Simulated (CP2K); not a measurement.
Consider mercaptoethylene at its PBE geometry (Å).

```xyz
7

C    -0.8592    0.3932   -0.0687
C     0.0237   -0.6147   -0.0464
S     1.7640   -0.5469    0.1629
H    -0.5607    1.4348    0.0476
H    -1.9189    0.1844   -0.2095
H    -0.3114   -1.6480   -0.1666
H     1.8624    0.7972    0.2807
```

Method: CP2K XAS_TDP, all-electron GAPW, PBEh(45%), aug-cc-pVTZ, TDA, GW2X-corrected core level, ZORA, spin–orbit coupling.

Question: Predict the bright core excitations at the S L₂,₃ edge.

Leading lines: S3 164.39 eV. The leading line of an atom is its first one with 35 % of the strongest within 2.5 eV of its lowest line over the strength cut. Core ionisation energies at this level: S3 169.34/169.41/170.31 eV; the 2p½ level lies 0.94 eV above the 2p3/2 pair.

The first six lines of each atom with a strength over 0.0003:

| atom | energy (eV) | states | strength, one atom | above the computed threshold |
| --- | --- | --- | --- | --- |
| S3 (bonded to C and H) | 164.39 | 1 | 0.0040 |  |
|  | 164.71 | 1 | 0.0013 |  |
|  | 165.12 | 1 | 0.0017 |  |
|  | 165.27 | 1 | 0.0004 |  |
|  | 165.82 | 1 | 0.0008 |  |
|  | 165.87 | 1 | 0.0011 |  |

Lines are vertical, at one geometry, with no vibrational structure. GW2X ionisation energies and lines can be off by 1 to 2 eV either way, and a good line position may hide errors that cancel. Rydberg lines, and the discretised continuum above threshold, depend on the basis and the box.

[Banner, clock and machine lines of the logs are left out without a mark of their own.]

[Logs are printed without paths, hosts, clocks, repeated set-up lines and the standing remarks that a program may print on its own settings, such as how far it seeks lower states.]

[Hosts, paths, dates, database ids (printed as entryN), source tags and the programs' standing remarks are cut or masked in the printed files.]
